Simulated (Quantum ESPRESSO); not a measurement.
**O K ELNES/XANES of Sc2CO (R-3m) from DFT**

What does one-electron theory with a core hole give for the O K edge of Sc2CO (R-3m)?

Main program and level: Quantum ESPRESSO 7.5; X-ray absorption near-edge structure, plane-wave PAW PBEsol, one-electron final states by a Lanczos continued fraction.

**1. The starting structure**

It takes space group R-3m (No. 166, trigonal). The conventional cell has a = 3.243 Å, b = 3.243 Å, c = 15.870 Å, α = 90.00°, β = 90.00°, γ = 120.00°. Nearest to Sc lie 3 C at 2.26 Å and 3 O at 2.33 Å. Nearest to O lie 6 Sc at 2.33 Å. Nearest to C lie 6 Sc at 2.26 Å. Farther neighbours and most contacts between anions are not listed.

**2. Ground state of the crystal**

A plain self-consistent run shows whether there is a gap, which decides the set-up of the core-hole run.

Contents of scf.in:

```
&control
   calculation='scf', prefix='x', pseudo_dir='../pp', outdir='tmp', tprnfor=.true.
/
&system
   ibrav=0, nat=4, ntyp=3, nbnd=20
   ecutwfc=50, ecutrho=450
   occupations='smearing', smearing='mv', degauss=0.015
/
&electrons
   conv_thr=4.0e-08, electron_maxstep=120
   mixing_beta=0.5
/
ATOMIC_SPECIES
Sc 1.0 Sc.pbesol-spn-kjpaw.UPF
O3 1.0 O.pbesol-n-kjpaw.UPF
C 1.0 C.pbesol-n-kjpaw.UPF
CELL_PARAMETERS angstrom
  1.62138916 0.93610947 5.29006396
  -1.62138916 0.93610947 5.29006396
  0.00000000 -1.87221894 5.29006396
ATOMIC_POSITIONS crystal
Sc   0.75358596 0.75358596 0.75358596
Sc   0.24641404 0.24641404 0.24641404
O3   0.00000000 0.00000000 0.00000000
C    0.50000000 0.50000000 0.50000000
K_POINTS automatic
10 10 10 0 0 0
```

Contents of Sc.pbesol-spn-kjpaw.ld1.in:

```
&input
   title='Sc', zed=21., rel=1, iswitch=3, dft='PBESOL',
   config='[Ar] 4s2 4p0 3d1'
/
&inputp
   file_pseudopw='Sc.pbesol-spn-kjpaw.UPF', author='',
   lpaw=.true.,
   pseudotype=3,
   lloc=-1,
   rcloc=1.2,
   which_augfun='PSQ',
   rmatch_augfun_nc=.true.,
   nlcc=.true.,
   new_core_ps=.true.,
   rcore=0.8,
   tm=.true.,
   lgipaw_reconstruction=.true., use_paw_as_gipaw=.true.
/
6
3S  1  0  2.00  0.00  0.90  1.30  0.0
4S  2  0  2.00  0.00  0.90  1.30  0.0
3P  2  1  6.00  0.00  0.90  1.45  0.0
4P  3  1  0.00  7.00  0.90  1.45  0.0
3D  3  2  1.00  0.00  1.00  1.50  0.0
3D  3  2  0.00  6.00  1.00  1.50  0.0
```

Contents of O.pbesol-n-kjpaw.ld1.in:

```
&input
   title='O', zed=8., rel=1, iswitch=3, dft='PBESOL',
   config='[He] 2s2 2p4'
/
&inputp
   file_pseudopw='O.pbesol-n-kjpaw.UPF', author='',
   lpaw=.true.,
   pseudotype=3,
   lloc=-1,
   rcloc=1.1,
   which_augfun='PSQ',
   rmatch_augfun_nc=.true.,
   nlcc=.true.,
   new_core_ps=.true.,
   rcore=0.7,
   tm=.true.,
   lgipaw_reconstruction=.true., use_paw_as_gipaw=.true.
/
4
2S  1  0  2.00  0.00  1.00  1.30  0.0
2S  1  0  0.00  1.00  1.00  1.30  0.0
2P  2  1  4.00  0.00  0.90  1.35  0.0
2P  2  1  0.00  0.05  0.90  1.35  0.0
```

Contents of C.pbesol-n-kjpaw.ld1.in:

```
&input
   title='C', zed=6., rel=1, iswitch=3, dft='PBESOL',
   config='[He] 2s2 2p2'
/
&inputp
   file_pseudopw='C.pbesol-n-kjpaw.UPF', author='',
   lpaw=.true.,
   pseudotype=3,
   lloc=-1,
   rcloc=0.9,
   which_augfun='PSQ',
   rmatch_augfun_nc=.true.,
   nlcc=.true.,
   new_core_ps=.true.,
   rcore=0.7,
   tm=.true.,
   lgipaw_reconstruction=.true., use_paw_as_gipaw=.true.
/
4
2S  1  0  2.00  0.00  1.00  1.20  0.0
2S  1  0  0.00  3.00  1.00  1.20  0.0
2P  2  1  2.00  0.00  0.90  1.40  0.0
2P  2  1  0.00  0.05  0.90  1.40  0.0
```

Launch:

```sh
> OMP_NUM_THREADS=1 mpirun --oversubscribe --bind-to none -np 4 pw.x -nk 4 -in scf.in > scf.out
```

Log:

```text
     [... banner and references ...]
using ibrav=0 with symmetry is DISCOURAGED, use correct ibrav instead

     G-vector sticks info
     --------------------

     Using Slab Decomposition

     bravais-lattice index     =            0
     lattice parameter (alat)  =      10.6044  a.u.
     unit-cell volume          =     325.1043 (a.u.)^3
     number of atoms/cell      =            4
     number of atomic types    =            3
     number of electrons       =        32.00
     number of Kohn-Sham states=           20
     kinetic-energy cutoff     =      50.0000  Ry
     charge density cutoff     =     450.0000  Ry
     scf convergence threshold =      4.0E-08
     mixing beta               =       0.5000
     number of iterations used =            8  plain     mixing
     Exchange-correlation= SLA  PW   PSX  PSC
                           (   1   4  10   8   0   0   0)

     celldm(1)=  10.604375  celldm(2)=   0.000000  celldm(3)=   0.000000
     celldm(4)=   0.000000  celldm(5)=   0.000000  celldm(6)=   0.000000

     crystal axes: (cart. coord. in units of alat)
               a(1) = (   0.288936   0.166817   0.942703 )
               a(2) = (  -0.288936   0.166817   0.942703 )
               a(3) = (   0.000000  -0.333634   0.942703 )

     reciprocal axes: (cart. coord. in units 2 pi/alat)
               b(1) = (  1.730489  0.999098  0.353593 )
               b(2) = ( -1.730489  0.999098  0.353593 )
               b(3) = (  0.000000 -1.998197  0.353593 )

     PseudoPot. #1 for Sc:     Pseudo is Projector augmented-wave + core cor, Zval = 11.0

     ../pp/O.pbesol-n-kjpaw.UPF
     Pseudo is Projector augmented-wave + core cor, Zval =  6.0
     Shape of augmentation charge: PSQ
     Using radial grid of 1095 points,  4 beta functions with:
                l(1) =   0
                l(2) =   0
                l(3) =   1
                l(4) =   1
     Q(r) pseudized with 0 coefficients

     ../pp/C.pbesol-n-kjpaw.UPF
     Pseudo is Projector augmented-wave + core cor, Zval =  4.0
     Shape of augmentation charge: PSQ
     Using radial grid of 1073 points,  4 beta functions with:
                l(1) =   0
                l(2) =   0
                l(3) =   1
                l(4) =   1
     Q(r) pseudized with 0 coefficients

     atomic species   valence    mass     pseudopotential
     Sc               11.00     1.00000     Sc( 1.00)
     O3                6.00     1.00000     O ( 1.00)
     C                 4.00     1.00000     C ( 1.00)

     12 Sym. Ops., with inversion, found

   Cartesian axes

     site n.     atom                  positions (alat units)
         1        Sc     tau(   1) = (  -0.0000000   0.0000000   2.1312224  )
         2        Sc     tau(   2) = (  -0.0000000   0.0000000   0.6968855  )
         3        O3     tau(   3) = (   0.0000000   0.0000000   0.0000000  )
         4        C      tau(   4) = (   0.0000000   0.0000000   1.4140540  )

     number of k points=   116  Marzari-Vanderbilt smearing, width (Ry)=  0.0150

     Number of k-points >= 100: set verbosity='high' to print them.

     Dense  grid:    52501 G-vectors     FFT dimensions: (  72,  72,  72)

     Smooth grid:    15543 G-vectors     FFT dimensions: (  48,  48,  48)

     Initial potential from superposition of free atoms

     starting charge      31.9951, renormalised to      32.0000
     Starting wfcs are   28 randomized atomic wfcs
     Checking if some PAW data can be deallocated...

     per-process dynamical memory:    74.4 Mb

     Self-consistent Calculation

     iteration #  1     ecut=    50.00 Ry     beta= 0.50
     Davidson diagonalization with overlap
     ethr =  1.00E-02,  avg # of iterations =  2.0

     total energy              =    -369.23901415 Ry
     estimated scf accuracy    <       1.56666093 Ry

     iteration #  2     ecut=    50.00 Ry     beta= 0.50
     Davidson diagonalization with overlap
     ethr =  4.90E-03,  avg # of iterations =  5.6

     total energy              =    -369.72335340 Ry
     estimated scf accuracy    <       1.22954717 Ry

     iteration #  3     ecut=    50.00 Ry     beta= 0.50
     Davidson diagonalization with overlap
     ethr =  3.84E-03,  avg # of iterations =  3.2

     total energy              =    -369.91756263 Ry
     estimated scf accuracy    <       0.06979340 Ry

     iteration #  4     ecut=    50.00 Ry     beta= 0.50
     Davidson diagonalization with overlap
     ethr =  2.18E-04,  avg # of iterations =  7.0

     total energy              =    -369.95696829 Ry
     estimated scf accuracy    <       0.02280479 Ry

     iteration #  5     ecut=    50.00 Ry     beta= 0.50
     Davidson diagonalization with overlap
     ethr =  7.13E-05,  avg # of iterations =  8.1

     total energy              =    -369.97240106 Ry
     estimated scf accuracy    <       0.07366998 Ry

[...]
c_bands:  1 eigenvalues not converged
     c_bands:  1 eigenvalues not converged
     c_bands:  1 eigenvalues not converged
     c_bands:  1 eigenvalues not converged
     c_bands:  1 eigenvalues not converged
[...]
c_bands:  1 eigenvalues not converged
     c_bands:  1 eigenvalues not converged
[...]
c_bands:  1 eigenvalues not converged
[...]
total energy              =    -369.96483616 Ry
[...]
iteration # 20     ecut=    50.00 Ry     beta= 0.50
     Davidson diagonalization with overlap
     ethr =  1.13E-09,  avg # of iterations =  6.4

     total energy              =    -369.96483643 Ry
     estimated scf accuracy    <       0.00000028 Ry

     iteration # 21     ecut=    50.00 Ry     beta= 0.50
     Davidson diagonalization with overlap
     ethr =  8.86E-10,  avg # of iterations =  1.8

     total energy              =    -369.96483632 Ry
     estimated scf accuracy    <       0.00000026 Ry

     iteration # 22     ecut=    50.00 Ry     beta= 0.50
     Davidson diagonalization with overlap
     ethr =  8.08E-10,  avg # of iterations =  5.2

     End of self-consistent calculation

     Number of k-points >= 100: set verbosity='high' to print the bands.

     the Fermi energy is    11.8755 ev

!    total energy              =    -369.96483638 Ry
     total all-electron energy =     -3279.653486 Ry
     estimated scf accuracy    <          8.2E-09 Ry
     smearing contrib. (-TS)   =       0.00101984 Ry
     internal energy E=F+TS    =    -369.96585621 Ry

     The total energy is F=E-TS. E is the sum of the following terms:
     one-electron contribution =     -49.34757799 Ry
     hartree contribution      =      41.42982976 Ry
     xc contribution           =     -46.75588211 Ry
     ewald contribution        =    -183.05805025 Ry
     one-center paw contrib.   =    -132.23417562 Ry

     convergence has been achieved in  22 iterations

     Forces acting on atoms (cartesian axes, Ry/au):

     atom    1 type  1   force =     0.00000000    0.00000000   -0.00289710
     atom    2 type  1   force =     0.00000000    0.00000000    0.00289710
     atom    3 type  2   force =     0.00000000    0.00000000    0.00000000
     atom    4 type  3   force =    -0.00000000    0.00000000   -0.00000000

     Total force =     0.004097     Total SCF correction =     0.000222

     XML data file, charge density, pseudopotentials, collected wavefunctions

=------------------------------------------------------------------------------=
   JOB DONE.
=------------------------------------------------------------------------------=
```

Elapsed: 1.8 min, on 4 MPI ranks of Arm Neoverse V1, shared host; peak memory 0.15 GiB; 7.1 min of CPU time.

Absorbing atoms carry a label of their own (element plus a letter or digit), as the spectrum program needs them as separate species.

The mesh shows no gap, so the system is treated as a metal and the core electron is put at the Fermi level (neutral cell).

**3. Spectrum without a core hole, O atom 3**

Without a hole the spectrum is the empty density of states of the right symmetry on the absorber, weighted by matrix elements. It needs only the small cell and serves as the baseline.

The absorber has 6 Sc at 2.33 Å (octahedral, site symmetry -3m).

Contents of xspectra.in:

```
&input_xspectra
   calculation='xanes_dipole', edge='K'
   prefix='x', outdir='tmp', xiabs=2, xe0=11.8755
   xonly_plot=.false., x_save_file='xanes.sav'
   xniter=3000, xcheck_conv=20, xerror=0.005
   xcoordcrys=.false., xepsilon(1)=1, xepsilon(2)=0, xepsilon(3)=0
/
&plot
   xnepoint=413, xemin=-10, xemax=45, terminator=.true., cut_occ_states=.true.
   xgamma=0.4
/
&pseudos
   filecore='../O.wfc'
/
&cut_occ
   cut_desmooth=0.1, cut_stepl=0.05, cut_stepu=0.05, cut_ierror=1e-5
/
11 11 11 0 0 0
```

Launch:

```sh
> OMP_NUM_THREADS=1 mpirun --oversubscribe --bind-to none -np 4 xspectra.x -nk 4 -in xspectra.in > xspectra.out
```

Log:

```text
     [... banner and references ...]
Reading input_file

     calculation: xanes_dipole

     xepsilon  [cartesian coordinates]:   1.000000   0.000000   0.000000

     xonly_plot: FALSE
        => complete calculation: Lanczos + spectrum plot

     filecore (core-wavefunction file): ../O.wfc

     main plot parameters:
        cut_occ_states: TRUE
        gamma_mode:  constant
        -> using xgamma [eV]:  0.40
        xemin [eV]: -10.00
        xemax [eV]:  45.00
        xnepoint:  413
        xe0 [eV]:  11.875500 (energy zero read in input file)

[...]
Results of STEP 1 successfully written in x_save_file
     x_save_file name:
     ->  xanes.sav
     x_save_file version:  2

     ... End STEP 1 ...

     ... Begin STEP 2 ...

     The spectrum is calculated using the following parameters:
        xe0 [eV]:   11.8755
        the occupied states are elimintate from the spectrum
        xemin [eV]: -10.00
        xemax [eV]:  45.00
        xnepoint:  413
        constant broadening parameter [eV]:    0.400
        Core level energy [eV]:  -543.1
         (from electron binding energy of neutral atoms in X-ray data booklet)

     Cross-section successfully written in xanes.dat

     ... End STEP 2 ...

                                END JOB XSpectra
```

It took 8 min on 4 MPI ranks; peak memory 0.17 GiB; 32 min of CPU time.

The O K spectrum, O atom 3, no core hole (energy from the energy zero of the input (xe0, at the border of filled and empty states); intensity scaled to a mean of 1 over the first 20 eV; the points at xe0, where the cut of filled states can leave a spike, are interpolated; polarised curves are means over the symmetry-equivalent atoms):

| E (eV) | isotropic | ε ⊥ c | ε ∥ c |
| --- | --- | --- | --- |
| -2.00 | 0.05 | 0.05 | 0.04 |
| -1.25 | 0.06 | 0.07 | 0.06 |
| -0.50 | 0.10 | 0.11 | 0.09 |
| 0.25 | 0.21 | 0.23 | 0.18 |
| 1.00 | 0.42 | 0.44 | 0.40 |
| 1.75 | 0.76 | 0.78 | 0.73 |
| 2.50 | 1.05 | 1.10 | 0.96 |
| 3.25 | 1.37 | 1.46 | 1.18 |
| 4.00 | 2.09 | 2.26 | 1.74 |
| 4.75 | 1.94 | 2.05 | 1.70 |
| 5.50 | 0.93 | 0.94 | 0.92 |
| 6.25 | 1.05 | 0.86 | 1.44 |
| 7.00 | 1.66 | 1.39 | 2.19 |
| 7.75 | 1.20 | 1.39 | 0.83 |
| 8.50 | 0.99 | 1.19 | 0.61 |
| 9.25 | 1.11 | 1.28 | 0.77 |
| 10.00 | 1.33 | 1.46 | 1.09 |
| 10.75 | 1.50 | 1.73 | 1.03 |
| 11.50 | 1.23 | 1.29 | 1.10 |
| 12.25 | 1.43 | 1.22 | 1.86 |
| 13.00 | 1.48 | 0.92 | 2.59 |
| 13.75 | 0.93 | 0.67 | 1.46 |
| 14.50 | 0.49 | 0.45 | 0.57 |
| 15.25 | 0.44 | 0.49 | 0.35 |
| 16.00 | 0.59 | 0.66 | 0.46 |
| 16.75 | 0.61 | 0.67 | 0.49 |
| 17.50 | 0.63 | 0.72 | 0.46 |
| 18.25 | 0.44 | 0.45 | 0.42 |
| 19.00 | 0.45 | 0.43 | 0.50 |
| 19.75 | 0.40 | 0.38 | 0.43 |
| 20.50 | 0.38 | 0.38 | 0.38 |
| 21.25 | 0.38 | 0.41 | 0.33 |
| 22.00 | 0.39 | 0.43 | 0.32 |
| 22.75 | 0.42 | 0.44 | 0.39 |
| 23.50 | 0.49 | 0.51 | 0.44 |
| 24.25 | 0.73 | 0.76 | 0.66 |
| 25.00 | 0.90 | 0.91 | 0.90 |
| 25.75 | 1.25 | 1.27 | 1.21 |
| 26.50 | 1.53 | 1.68 | 1.24 |
| 27.25 | 1.82 | 2.09 | 1.26 |
| 28.00 | 1.32 | 1.34 | 1.26 |
| 28.75 | 1.25 | 1.11 | 1.53 |
| 29.50 | 0.93 | 0.85 | 1.09 |
| 30.25 | 0.89 | 0.86 | 0.96 |
| 31.00 | 0.68 | 0.59 | 0.85 |
| 31.75 | 0.36 | 0.35 | 0.39 |

Main maxima below 24 eV (height): 4.3 eV (2.30), 7.0 eV (1.66), 10.6 eV (1.53), 12.7 eV (1.58) and 17.2 eV (0.66). A K edge sees empty p states; the first features are O p mixed into the empty d states of the Sc neighbours, and the broad ones above probably into the cations' higher empty bands.

**4. Another broadening**

The final state's lifetime shortens with energy, so measured features broaden above the edge; the saved Lanczos coefficients are redrawn with a width that grows.

Contents of xspectra_plot.in:

```
&input_xspectra
   calculation='xanes_dipole', edge='K'
   prefix='x', outdir='tmp', xiabs=2, xe0=11.8755
   xonly_plot=.true., x_save_file='xanes.sav'
   xniter=3000, xcheck_conv=20, xerror=0.005
   xcoordcrys=.false., xepsilon(1)=1, xepsilon(2)=0, xepsilon(3)=0
/
&plot
   xnepoint=413, xemin=-10, xemax=45, terminator=.true., cut_occ_states=.true.
   gamma_mode='variable', gamma_energy(1)=4, gamma_energy(2)=25, gamma_value(1)=0.3, gamma_value(2)=2.5
/
&pseudos
   filecore='../O.wfc'
/
&cut_occ
   cut_desmooth=0.1, cut_stepl=0.05, cut_stepu=0.05, cut_ierror=1e-5
/
11 11 11 0 0 0
```

Launch:

```sh
> OMP_NUM_THREADS=1 xspectra.x -in xspectra_plot.in > xspectra_plot.out
```

Log:

```text
     [... banner and references ...]
Reading input_file
     -------------------------------------------------------------------------

     calculation: xanes_dipole

     xonly_plot: TRUE
        => only the spectrum plot

     main plot parameters:
        cut_occ_states: TRUE
        gamma_mode:  variable
        -> first, constant up to point ( 4.00, 0.30) [eV]
        -> then, linear up to point (25.00, 2.50) [eV]
        -> finally, constant up to xemax
        xemin [eV]: -10.00
        xemax [eV]:  45.00
        xnepoint:  413
[...]
xemin [eV]: -10.00
        xemax [eV]:  45.00
        xnepoint:  413
        energy-dependent broadening parameter:
         -> first, constant up to point ( 4.00, 0.30) [eV]
         -> then, linear up to point (25.00, 2.50) [eV]
         -> finally, constant up to xemax
        Core level energy [eV]:  -543.1
         (from electron binding energy of neutral atoms in X-ray data booklet)

     Cross-section successfully written in xanes.dat

     -------------------------------------------------------------------------
                                END JOB XSpectra
     -------------------------------------------------------------------------
[key lines of the parts left out:]
Fermi level [eV]:  12.1695
```

Wall time 27 s (1 MPI rank); peak memory 0.17 GiB.

With a Lorentzian half width 0.3 eV up to 4 eV, rising linearly to 2.5 eV at 25 eV, the maxima are 4.3 eV (2.45), 7.0 eV (1.48) and 10.6 eV (1.29).

**5. Supercell without a hole, the energy reference**

The photon energy needs a difference of total energies, so the cell and mesh of the coming hole run are first run without a hole.

Contents of scf.in:

```
&control
   calculation='scf', prefix='x', pseudo_dir='../pp', outdir='tmp', tprnfor=.true.
/
&system
   ibrav=0, nat=12, ntyp=3, nbnd=59
   ecutwfc=50, ecutrho=450
   occupations='smearing', smearing='mv', degauss=0.015
/
&electrons
   conv_thr=1.2e-07, electron_maxstep=120
   mixing_beta=0.5
/
ATOMIC_SPECIES
Sc 1.0 Sc.pbesol-spn-kjpaw.UPF
O 1.0 O.pbesol-n-kjpaw.UPF
C 1.0 C.pbesol-n-kjpaw.UPF
CELL_PARAMETERS angstrom
  0.00000000 -1.87221894 5.29006396
  0.00000000 5.61665682 0.00000000
  -4.86416749 2.80832841 0.00000000
ATOMIC_POSITIONS crystal
Sc   0.26075788 0.75358596 0.00000000
Sc   0.26075788 0.08691929 0.33333333
Sc   0.26075788 0.42025263 0.66666667
Sc   0.73924212 0.24641404 0.00000000
Sc   0.73924212 0.57974737 0.33333333
Sc   0.73924212 0.91308071 0.66666667
O    0.00000000 0.00000000 0.00000000
O    0.00000000 0.33333333 0.33333333
O    0.00000000 0.66666667 0.66666667
C    0.50000000 0.50000000 0.00000000
C    0.50000000 0.83333333 0.33333333
C    0.50000000 0.16666667 0.66666667
K_POINTS automatic
5 6 6 0 0 0
```

Launch:

```sh
> OMP_NUM_THREADS=1 mpirun --oversubscribe --bind-to none -np 4 pw.x -nk 4 -in scf.in > scf.out
```

Log:

```text
     [... banner and references ...]
[banner, memory and clock lines left out]
Found identity + (  0.0000  0.3333  0.3333) symmetry
     This is a supercell, fractional translations are disabled
     using ibrav=0 with symmetry is DISCOURAGED, use correct ibrav instead

     G-vector sticks info

     bravais-lattice index     =            0
     lattice parameter (alat)  =      10.6044  a.u.
     unit-cell volume          =     975.3128 (a.u.)^3
[...]
atom    3 type  1   force =     0.00000013   -0.00000935   -0.00301705
[...]
atom   11 type  3   force =    -0.00000044    0.00000000    0.00000000
     atom   12 type  3   force =     0.00000044    0.00000000    0.00000000

     Total force =     0.007392     Total SCF correction =     0.000890
     SCF correction compared to forces is large: reduce conv_thr to get better values

     XML data file, charge density, pseudopotentials, collected wavefunctions
[key lines of the parts left out:]
!    total energy              =   -1109.89484137 Ry
the Fermi energy is    11.9093 ev
convergence has been achieved in  17 iterations
```

Elapsed: 3.9 min, on 4 MPI ranks; peak memory 0.36 GiB; 15 min of CPU time.

Reference energy: -133865.881 eV with the cores included.

[end of part 1 of 3]

[Banner, clock and machine lines of the logs are left out without a mark of their own.]

[Logs are printed without paths, hosts, clocks, repeated set-up lines and the standing remarks that a program may print on its own settings, such as how far it seeks lower states.]

[Hosts, paths, dates, database ids (printed as entryN), source tags and the programs' standing remarks are cut or masked in the printed files.]

[Lists of maxima count a maximum above −3 eV only where it reaches 4 % of the highest in the window and stands out from its surroundings by 2 % of it (1.5 % where it reaches 55 %); shoulders and weaker maxima are passed over, and of the rest the first, up to two pre-edge ones and the few strongest are named.]
